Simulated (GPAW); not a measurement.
# Ni K ELNES/XANES of ZnNi (C2/m) from DFT

What does one-electron theory with a core hole give for the Ni K edge of ZnNi (C2/m)?

Program: GPAW 26.7.0. Level of theory: X-ray absorption from dipole matrix elements to empty bands, plane-wave PAW LDA. Results are calculated unless marked as measured.

## 1. The structure

Symmetry: C2/m, No. 12, monoclinic system. The conventional cell has a = 4.283 Å, b = 2.908 Å, c = 4.034 Å, α = 90.00°, β = 102.07°, γ = 90.00°. Nearest to Zn lie 6 Ni at 2.49 to 2.62 Å and 4 Zn at 2.59 Å. Nearest to Ni lie 6 Zn at 2.49 to 2.62 Å and 4 Ni at 2.59 Å. Farther neighbours are not listed.

As a file:

```
Zn Ni
1.0
     2.14143   -1.45376    0.00000
     2.14143    1.45376    0.00000
    -0.84332    0.00000    3.94525
Zn Ni
1 1
Cartesian
  1.7198 0.0000 1.9726
  0.0000 0.0000 0.0000
```

## 2. The field without a hole

A plain self-consistent run shows whether there is a gap and which moments survive; both decide the set-up of the core-hole run.

scf.py

```python
import numpy as np
from ase import Atoms
from ase.parallel import parprint, paropen
from gpaw import GPAW, PW, FermiDirac, Mixer, MixerDif, setup_paths
from gpaw.test import gen
setup_paths.insert(0, '.')
gen('Ni', name='nch1s', xcname='LDA', corehole=(1, 0, 0), write_xml=True)
from gpaw.mpi import world
world.barrier()

atoms = Atoms('ZnNi',
    cell=[[2.1414285, -1.453764, 0],
     [2.1414285, 1.453764, 0],
     [-0.84331959, 0, 3.94525226]],
    scaled_positions=[[0.5, 0.5, 0.5],
     [0, 0, 0]],
    magmoms=[0.0, 2.0],
    pbc=True)
atoms.calc = calc = GPAW(legacy_gpaw=True, mode=PW(430, force_complex_dtype=True), xc='LDA', setups={1: 'nch1s'},
    kpts={'size': (10, 10, 6), 'gamma': True}, occupations=FermiDirac(0.05),
    charge=0, mixer=MixerDif(0.05, 8, 50), maxiter=150,
    convergence={'density': 0.0001, 'eigenstates': 1e-6}, txt='scf.txt')
energy = atoms.get_potential_energy() + calc.get_reference_energy()
ef = calc.get_fermi_level()
out = dict(energy=energy, fermi=ef, forces=atoms.get_forces().tolist(), magmoms=atoms.get_magnetic_moments().tolist())
parprint(f'all-electron energy {energy:.4f} eV, Fermi level {ef:.4f} eV')
ev = np.array([[calc.get_eigenvalues(k, s) for k in range(len(calc.get_ibz_k_points()))] for s in range(calc.get_number_of_spins())])
out['homo'], out['lumo'], out['counts'] = ev[ev < ef].max(), ev[ev > ef].min(), sorted(set((ev < ef).sum((0, 2)).tolist()))
out['filled'] = (ev[:, 0] < ef).sum(1).tolist()
import json
with paropen('out.json', 'w') as f:
    json.dump(out, f)
```

Run with:

```console
OMP_NUM_THREADS=1 mpirun -n 4 gpaw python scf.py
```

Numbers of over 12 decimals in the logs are rounded to 6 here.

Log:

```text
Input parameters:
  convergence: {density: 0.0001,
                eigenstates: 1e-06}
  kpts: {gamma: True,
         size: (10, 10, 6)}
  maxiter: 150
  mixer: {backend: pulay,
          beta: 0.05,
          method: difference,
          nmaxold: 8,
          weight: 50}
  mode: {ecut: 430.0,
         force_complex_dtype: True,
         name: pw}
  occupations: {fixmagmom: False,
                name: fermi-dirac,
                width: 0.05}
  setups: {1: nch1s}

Initialize ...

[... PAW data sets ...]

Reference energy: -90088.497574  # eV

Spin-polarized calculation.
Initial magnetic moment: 2.000000

[... convergence settings ...]
Symmetries present (total): 4
  [... symmetry matrices ...]

600 k-points: 10 x 10 x 6 Monkhorst-Pack grid + [1/20,1/20,1/12]
172 k-points in the irreducible part of the Brillouin zone
       k-points in crystal coordinates                weights
   0:     0.00000000    0.00000000    0.00000000          1/600
   1:     0.00000000    0.00000000    0.16666667          2/600
   2:     0.00000000    0.00000000    0.33333333          2/600
   3:     0.00000000    0.00000000    0.50000000          1/600
   4:     0.10000000   -0.10000000    0.00000000          2/600
   5:     0.10000000   -0.10000000    0.16666667          4/600
   6:     0.10000000   -0.10000000    0.33333333          4/600
   7:     0.10000000   -0.10000000    0.50000000          2/600
   8:     0.10000000    0.00000000   -0.33333333          4/600
   9:     0.10000000    0.00000000   -0.16666667          4/600
          ...
 171:     0.50000000    0.50000000    0.50000000          1/600

Wave functions: Plane wave expansion
  Cutoff energy: 430.000 eV
  Number of coefficients (min, max): 483, 506
  Pulay-stress correction: 0.000000 eV/Ang^3 (de/decut=0.000000)
  Using FFTW library
  Wavefunction extrapolation:
    Improved wavefunction reuse through dual PAW basis

Occupation numbers: Fermi-Dirac:
  width: 0.0500  # eV

Eigensolver
   Davidson(niter=2)

Densities:
  Coarse grid: 14*14*20 grid
  Fine grid: 28*28*40 grid
  Total Charge: 0.000000

Density mixing:
  Method: difference
  Backend: pulay
  Linear mixing parameter: 0.05
  old densities: 8
  Width of damping distribution: 1.1
  Damping of long wavelength oscillations: 50

[... Hamiltonian set-up ...]
Number of atoms: 2
Number of atomic orbitals: 21
Number of bands in calculation: 21
Number of valence electrons: 28
Bands to converge: occupied

... initialized

Initializing position-dependent things.

Density initialized from atomic densities
Creating initial wave functions:
  21 bands from LCAO basis set

           Zn

       Ni

Atomic positions and initial magnetic moments

Positions:
   0 Zn     1.719769    0.000000    1.972626    ( 0.0000,  0.0000,  0.0000)
   1 Ni     0.000000    0.000000    0.000000    ( 0.0000,  0.0000,  2.0000)

Unit cell:
           periodic     x           y           z      points  spacing
  1. axis:    yes    2.141428   -1.453764    0.000000    14     0.1706
  2. axis:    yes    2.141428    1.453764    0.000000    14     0.1706
  3. axis:    yes   -0.843320    0.000000    3.945252    20     0.1973

  Lengths:   2.588271   2.588271   4.034378
  Angles:   99.959126  99.959126  68.343268

Effective grid spacing dv^(1/3) = 0.1844

iter:   1   -11.459164                   +2.0013
iter:   2   -11.263777   -0.84  -1.60    +0.7954
iter:   3   -10.692009   -1.32  -1.69    +0.1752
iter:   4   -11.210007   -1.77  -1.70    +0.1431
iter:   5   -10.637717   -1.60  -1.65    +0.0842
iter:   6   -10.617465   -3.58  -2.13    +0.0603
iter:   7   -10.609876   -2.42  -2.14    +0.0226
iter:   8   -10.610712c  -3.76  -2.50    +0.0112
iter:   9   -10.644636   -2.95  -2.60    +0.0045
iter:  10   -10.602238   -2.68  -2.49    +0.0000
iter:  11   -10.601861   -4.32  -3.21    +0.0003
iter:  12   -10.601354c  -4.88  -3.25    +0.0002
iter:  13   -10.600731c  -4.56  -3.60    +0.0001
iter:  14   -10.600721c  -5.71  -4.32c   +0.0001
iter:  15   -10.600727c  -6.22c -4.71c   +0.0000

Converged after 15 iterations.

Dipole moment: (0.000000, -0.000000, -0.000000) |e|*Ang

Total magnetic moment: (0.000000, 0.000000, 0.000036)
Local magnetic moments:
   0 Zn ( 0.000000,  0.000000, -0.000001)
   1 Ni ( 0.000000,  0.000000,  0.000042)

Energy contributions relative to reference atoms: (reference = -90088.497574)

Kinetic:         +1.249402
Potential:       +2.225326
External:        +0.000000
XC:             -14.133886
Entropy (-ST):   -0.009552
Local:           +0.063208
SIC:             +0.000000
--------------------------
Free energy:    -10.605503
Extrapolated:   -10.600727

Spin contamination: 0.000008 electrons
Showing only first 2 kpts
                      Up                     Down
 Kpt  Band  Eigenvalues  Occupancy  Eigenvalues  Occupancy
  0    12      6.56738    1.00000      6.56742    1.00000
  0    13      6.57522    1.00000      6.57522    1.00000
  0    14      6.68270    1.00000      6.68274    1.00000
  0    15     11.63971    0.00000     11.63972    0.00000

  1    12      6.42063    1.00000      6.42067    1.00000
  1    13      6.51504    1.00000      6.51508    1.00000
  1    14      6.67334    1.00000      6.67338    1.00000
  1    15     13.47138    0.00000     13.47138    0.00000

Fermi level: 7.31032

No gap
No difference between direct/indirect transitions

Forces in eV/Ang:
  0 Zn    0.00000    0.00000    0.00000
  1 Ni    0.00000    0.00000    0.00000
Scalar-relativistic atomic LDA calculation for Ni (Nickel, Z=28)
Core hole in 1s state (1s occupation: 2.0)
600 radial gridpoints.
|------------------------------------------------|
|------------------------------------------------|
[... the atom generator's iteration count ...]

Energy contributions:
-------------------------
Kinetic:    +1537.751258
XC:           -60.699976
Potential:  -2994.820198
-------------------------
Total:      -1517.768916

state      eigenvalue         ekin         rmax
-----------------------------------------------
1s^2.0 :  -301.035028   388.934024        0.035
2s^2.0 :   -35.997604    72.392377        0.205
2p^6.0 :   -31.023259    70.728959        0.165
3s^2.0 :    -4.059448    15.962886        0.640
3p^6.0 :    -2.618967    14.035345        0.646
3d^8.0 :    -0.335915     8.991402        0.627
4s^2.0 :    -0.215280     1.327822        2.220
4p^0.0 :    -0.049170     0.563687        3.144
-----------------------------------------------
(units: Bohr and Hartree)

Generating PAW setup
Kinetic energy of the core from tauc = 1391.507298
Cutoffs:
rc(s)=2.200
rc(p)=2.280
rc(d)=2.150
rc(vbar)=2.220
rc(comp)=2.180
rc(nct)=2.280

Kinetic energy of the core states: 1378.952329
Charge: 0.0
Core electrons: 12.0
Valence electrons: 16.0
Pseudo-core charge: 0.043714
Shape function alpha=2.104
Pseudo-electron charge 4.284307
state    eigenvalue         norm
--------------------------------
4s(2) :    -0.215280     1.060160
*s    :     0.784720
3p(6) :    -2.618967     0.052480
4p(0) :    -0.049170     1.003908
3d(8) :    -0.335915     0.225674
*d    :     0.664085
--------------------------------

Diagonalizing with gridspacing h=0.050

state   all-electron     PAW
-------------------------------
4s:      -0.215280    -0.215531
3p:      -2.618967    -2.619713
3d:      -0.335915    -0.336667
*f:                    0.071842
-------------------------------
all-electron energy -90099.0983 eV, Fermi level 7.3103 eV
```

Wall time 21 s (4 MPI ranks of Intel Xeon Platinum 8488C (Sapphire Rapids), shared host); peak memory 0.21 GiB.

The mesh shows no gap, so the system is treated as a metal and the core electron is put at the Fermi level (neutral cell).

## 3. Spectrum without a core hole, Ni atom 2

Without a hole the spectrum is the empty density of states of the right symmetry on the absorber, weighted by matrix elements. It needs only the small cell and serves as the baseline. The data set with a hole of occupation 0 only carries the core orbital.

The absorber has 4 Zn at 2.49 Å, 4 Ni at 2.59 Å, 2 Zn at 2.62 Å and 2 Ni at 2.91 Å (distorted cuboctahedral, site symmetry 2/m).

xas.py

```python
import numpy as np
from ase import Atoms
from ase.parallel import parprint, paropen
from gpaw import GPAW, PW, FermiDirac, Mixer, MixerDif, setup_paths
from gpaw.test import gen
setup_paths.insert(0, '.')
gen('Ni', name='nch1s', xcname='LDA', corehole=(1, 0, 0), write_xml=True)
from gpaw.mpi import world
world.barrier()

atoms = Atoms('ZnNi',
    cell=[[2.1414285, -1.453764, 0],
     [2.1414285, 1.453764, 0],
     [-0.84331959, 0, 3.94525226]],
    scaled_positions=[[0.5, 0.5, 0.5],
     [0, 0, 0]],
    magmoms=[0.0, 2.0],
    pbc=True)
atoms.calc = calc = GPAW(legacy_gpaw=True, mode=PW(430, force_complex_dtype=True), xc='LDA', setups={1: 'nch1s'},
    kpts={'size': (14, 14, 9), 'gamma': True}, occupations=FermiDirac(0.1),
    charge=0, mixer=MixerDif(0.05, 8, 50), maxiter=150,
    convergence={'density': 0.0001, 'eigenstates': 1e-6}, txt='scf.txt')
energy = atoms.get_potential_energy() + calc.get_reference_energy()
ef = calc.get_fermi_level()
out = dict(energy=energy, fermi=ef, forces=atoms.get_forces().tolist(), magmoms=atoms.get_magnetic_moments().tolist())
parprint(f'all-electron energy {energy:.4f} eV, Fermi level {ef:.4f} eV')
ev = np.array([[calc.get_eigenvalues(k, s) for k in range(len(calc.get_ibz_k_points()))] for s in range(calc.get_number_of_spins())])
out['homo'], out['lumo'], out['counts'] = ev[ev < ef].max(), ev[ev > ef].min(), sorted(set((ev < ef).sum((0, 2)).tolist()))
out['filled'] = (ev[:, 0] < ef).sum(1).tolist()

from ase.units import Ha
from gpaw.xas import dipole_matrix_elements
nb = int(calc.get_number_of_electrons() / 2) + 23
top = nb
nscf = calc.fixed_density(kpts={'size': (8, 8, 5), 'gamma': True},
    convergence={'eigenstates': 1.0}, txt='nscf.txt')
nscf.diagonalize_full_hamiltonian(nbands=nb)
cell = atoms.cell.array
ops = [cell.T @ U.T @ np.linalg.inv(cell.T) for U in nscf.wfs.kd.symmetry.op_scc]
E = np.arange(-25, 34, 0.1)
fwhm = np.interp(E, [4, 25], [1.44, 3.5])
Y, X, zero, highest = 0, 0, 1e9, 1e9
for spin in range(nscf.get_number_of_spins()):
    wfs = nscf.wfs
    mine = wfs.bd.get_slice()  # this rank's bands
    A = dipole_matrix_elements(wfs.setups[1])
    eps = np.zeros((wfs.kd.nibzkpts, nb))
    d = np.zeros((3, A.shape[1], wfs.kd.nibzkpts, nb), complex)
    for kpt in wfs.kpt_u:
        if kpt.s == spin and 1 in kpt.P_ani:
            eps[kpt.k, mine] = kpt.eps_n * Ha
            d[:, :, kpt.k, mine] = (kpt.weight * wfs.nspins / 2) ** 0.5 * np.inner(A, kpt.P_ani[1])
    world.sum(eps)
    world.sum(d)
    T = np.einsum('amkn,bmkn->abkn', d, d.conj()).real
    T = sum(np.einsum('ai,ijkn,bj->abkn', R, T, R) for R in ops) / len(ops)
    empty = eps > ef
    zero, highest = min(zero, eps[empty].min()), min(highest, eps[:, top - 1].min())
    lines = [(eps, T, empty)] if spin == 0 else lines + [(eps, T, empty)]
for eps, T, empty in lines:
    f = np.einsum('aakn->akn', T).reshape(3, -1)
    x = eps.ravel() - zero
    w = np.interp(x, E, fwhm) / 2.35482
    g = np.exp(-0.5 * ((E[:, None] - x) / w) ** 2) / (w * (2 * np.pi) ** 0.5)
    Y = Y + (f * empty.ravel()) @ g.T
    X = X + (f * ~empty.ravel()) @ g.T
out.update(E=E.round(2).tolist(), xas=Y.tolist(), xes=X.tolist(), zero=zero, valid=highest - zero, nk=len(eps), nb=nb)
for i in range(0, len(E), 10):
    parprint(f'{E[i]:7.2f}', *(f'{v:10.3e}' for v in Y[:, i]))
import json
with paropen('out.json', 'w') as f:
    json.dump(out, f)
```

Run with:

```console
OMP_NUM_THREADS=1 mpirun -n 4 gpaw python xas.py
```

Log:

```text
Input parameters:
  convergence: {density: 0.0001,
                eigenstates: 1e-06}
  kpts: {gamma: True,
         size: (14, 14, 9)}
  maxiter: 150
  mixer: {backend: pulay,
          beta: 0.05,
          method: difference,
          nmaxold: 8,
          weight: 50}
  mode: {ecut: 430.0,
         force_complex_dtype: True,
         name: pw}
  occupations: {fixmagmom: False,
                name: fermi-dirac,
[...]
4s:      -0.215280    -0.215531
3p:      -2.618967    -2.619713
3d:      -0.335915    -0.336667
*f:                    0.071842
-------------------------------
all-electron energy -90099.0981 eV, Fermi level 7.3005 eV
 -25.00 3.368e-254 2.298e-254 4.770e-254
 -24.00 1.932e-244 1.349e-244 2.736e-244
 -23.00 7.092e-235 5.086e-235 1.003e-234
 -22.00 1.666e-225 1.230e-225 2.349e-225
[...]
32.00  3.384e-07  3.740e-07  3.490e-07
  33.00  3.181e-07  3.810e-07  3.363e-07
[key lines of the parts left out:]
Converged after 15 iterations.
Dipole moment: (-0.000000, -0.000000, -0.000000) |e|*Ang
Free energy:    -10.622470
Fermi level: 7.30045
```

Run time: 55 s. Hardware: 4 MPI ranks; peak memory 0.33 GiB.

The Ni K spectrum, Ni atom 2, no core hole (energy from the lowest empty level; intensity scaled to a mean of 1 over the first 20 eV; polarised curves are means over the symmetry-equivalent atoms):

```csv
E (eV),isotropic,ε ∥ x,ε ∥ y,ε ∥ z
-2.00,0.00,0.00,0.00,0.00
-1.25,0.01,0.01,0.01,0.01
-0.50,0.11,0.10,0.09,0.15
0.25,0.36,0.30,0.28,0.51
1.00,0.50,0.40,0.39,0.71
1.75,0.54,0.49,0.40,0.73
2.50,0.51,0.41,0.43,0.70
3.25,0.47,0.35,0.41,0.66
4.00,0.50,0.49,0.39,0.62
4.75,0.61,0.69,0.60,0.54
5.50,0.74,0.82,0.80,0.60
6.25,0.79,0.78,0.82,0.78
7.00,0.80,0.74,0.85,0.83
7.75,0.81,0.79,0.87,0.75
8.50,0.87,0.92,0.97,0.73
9.25,1.00,1.05,1.12,0.83
10.00,1.09,1.10,1.16,1.02
10.75,1.12,1.11,1.12,1.14
11.50,1.17,1.14,1.19,1.17
12.25,1.24,1.22,1.30,1.19
13.00,1.29,1.35,1.32,1.21
13.75,1.35,1.45,1.34,1.26
14.50,1.42,1.49,1.42,1.34
15.25,1.46,1.47,1.49,1.44
16.00,1.47,1.43,1.46,1.52
16.75,1.44,1.37,1.39,1.56
17.50,1.40,1.32,1.36,1.52
18.25,1.37,1.30,1.38,1.42
19.00,1.31,1.27,1.39,1.28
19.75,1.24,1.21,1.34,1.17
20.50,1.18,1.15,1.26,1.12
21.25,1.14,1.11,1.18,1.13
22.00,1.12,1.08,1.10,1.17
22.75,1.10,1.07,1.04,1.19
23.50,1.08,1.07,1.00,1.17
24.25,1.07,1.10,0.98,1.13
25.00,1.06,1.14,0.98,1.07
25.75,1.06,1.17,0.97,1.03
26.50,1.06,1.19,0.95,1.03
27.25,1.06,1.18,0.94,1.08
28.00,1.07,1.14,0.93,1.14
28.75,1.08,1.10,0.94,1.19
29.50,1.08,1.06,0.97,1.19
30.25,1.07,1.04,1.01,1.15
31.00,1.06,1.02,1.05,1.09
31.75,1.04,1.00,1.08,1.03
```

Main maxima below 30 eV (height): 1.9 eV (0.54) and 15.7 eV (1.47). A K edge sees empty p states, which here mix into the lowest empty bands, so that weight starts at the zero.

The same matrix elements for filled bands give the Ni K emission of Ni atom 2 (ground-state approximation; energy from the lowest empty level, largest value 1):

```csv
E (eV),emission
-24.00,0.00
-23.25,0.00
-22.50,0.00
-21.75,0.00
-21.00,0.00
-20.25,0.00
-19.50,0.00
-18.75,0.00
-18.00,0.00
-17.25,0.00
-16.50,0.00
-15.75,0.00
-15.00,0.00
-14.25,0.00
-13.50,0.00
-12.75,0.00
-12.00,0.00
-11.25,0.00
-10.50,0.00
-9.75,0.03
-9.00,0.09
-8.25,0.24
-7.50,0.40
-6.75,0.34
-6.00,0.23
-5.25,0.24
-4.50,0.28
-3.75,0.42
-3.00,0.65
-2.25,0.95
-1.50,0.90
-0.75,0.54
0.00,0.24
0.75,0.05
1.50,0.00
2.25,0.00
3.00,0.00
```

Emission maxima: -7.4 eV (0.41) and -2.0 eV (1.00).

## 4. Supercell without a hole, the energy reference

The photon energy needs a difference of total energies, so the cell and mesh of the coming hole run are first run without a hole.

scf.py, as its differences from that of step 2:

```diff
@@ -10,12 +10,26 @@
 
-atoms = Atoms('ZnNi',
-    cell=[[2.1414285, -1.453764, 0],
-     [2.1414285, 1.453764, 0],
-     [-0.84331959, 0, 3.94525226]],
-    scaled_positions=[[0.5, 0.5, 0.5],
-     [0, 0, 0]],
-    magmoms=[0.0, 2.0],
+atoms = Atoms('Zn8Ni8',
+    cell=[[0, -5.815056, 0],
+     [-3.4395374, -2.907528, -3.94525226],
+     [5.12617659, 0, -3.94525226]],
+    scaled_positions=[[0.25, 0.5, 0],
+     [0.75, 0.5, 0],
+     [0.375, 0.75, 0.75],
+     [0.5, 0, 0.5],
+     [0.625, 0.25, 0.25],
+     [0.875, 0.75, 0.75],
+     [0, 0, 0.5],
+     [0.125, 0.25, 0.25],
+     [0, 0, 0],
+     [0.5, 0, 0],
+     [0.125, 0.25, 0.75],
+     [0.25, 0.5, 0.5],
+     [0.375, 0.75, 0.25],
+     [0.625, 0.25, 0.75],
+     [0.75, 0.5, 0.5],
+     [0.875, 0.75, 0.25]],
+    magmoms=[0.0, 0.0, 0.0, 0.0, 0.0, 0.0, 0.0, 0.0, 2.0, 2.0, 2.0, 2.0, 2.0, 2.0, 2.0, 2.0],
     pbc=True)
-atoms.calc = calc = GPAW(legacy_gpaw=True, mode=PW(430, force_complex_dtype=True), xc='LDA', setups={1: 'nch1s'},
-    kpts={'size': (10, 10, 6), 'gamma': True}, occupations=FermiDirac(0.05),
+atoms.calc = calc = GPAW(legacy_gpaw=True, mode=PW(430, force_complex_dtype=True), xc='LDA', setups={8: 'nch1s'},
+    kpts={'size': (4, 4, 3), 'gamma': True}, occupations=FermiDirac(0.1),
     charge=0, mixer=MixerDif(0.05, 8, 50), maxiter=150,
```

Run with:

```console
OMP_NUM_THREADS=1 mpirun -n 4 gpaw python scf.py
```

Log:

```text
Input parameters:
  convergence: {density: 0.0001,
                eigenstates: 1e-06}
  kpts: {gamma: True,
         size: (4, 4, 3)}
  maxiter: 150
  mixer: {backend: pulay,
          beta: 0.05,
          method: difference,
          nmaxold: 8,
          weight: 50}
  mode: {ecut: 430.0,
         force_complex_dtype: True,
         name: pw}
  occupations: {fixmagmom: False,
                name: fermi-dirac,
[...]
warnings.warn('Using symmetrized grid: ({},{},{}).\n'.format(*N_c))
<dir> UserWarning: Using symmetrized grid: (30,30,32).

  warnings.warn('Using symmetrized grid: ({},{},{}).\n'.format(*N_c))
<dir> UserWarning: Initial realspace grid (28,30,32) inconsistent with symmetries.
  warnings.warn(
<dir> UserWarning: Using symmetrized grid: (30,30,32).

  warnings.warn('Using symmetrized grid: ({},{},{}).\n'.format(*N_c))
all-electron energy -720792.7894 eV, Fermi level 7.2838 eV
[key lines of the parts left out:]
Converged after 15 iterations.
Dipole moment: (-0.000000, -0.000000, 0.000000) |e|*Ang
Free energy:    -84.985164
Fermi level: 7.28380
```

Wall time 2.8 min (4 MPI ranks); peak memory 0.69 GiB; 11 min of CPU time.

Reference energy: -720792.789 eV with the cores included.

[end of part 1 of 2]

[Banner, clock and machine lines of the logs are left out without a mark of their own.]

[Logs are printed without paths, hosts, clocks, repeated set-up lines and the standing remarks that a program may print on its own settings, such as how far it seeks lower states.]

[Hosts, paths, dates, database ids (printed as entryN), source tags and the programs' standing remarks are cut or masked in the printed files.]

[Lists of maxima count a maximum above −3 eV only where it reaches 4 % of the highest in the window and stands out from its surroundings by 2 % of it (1.5 % where it reaches 55 %); shoulders and weaker maxima are passed over, and of the rest the first, up to two pre-edge ones and the few strongest are named.]
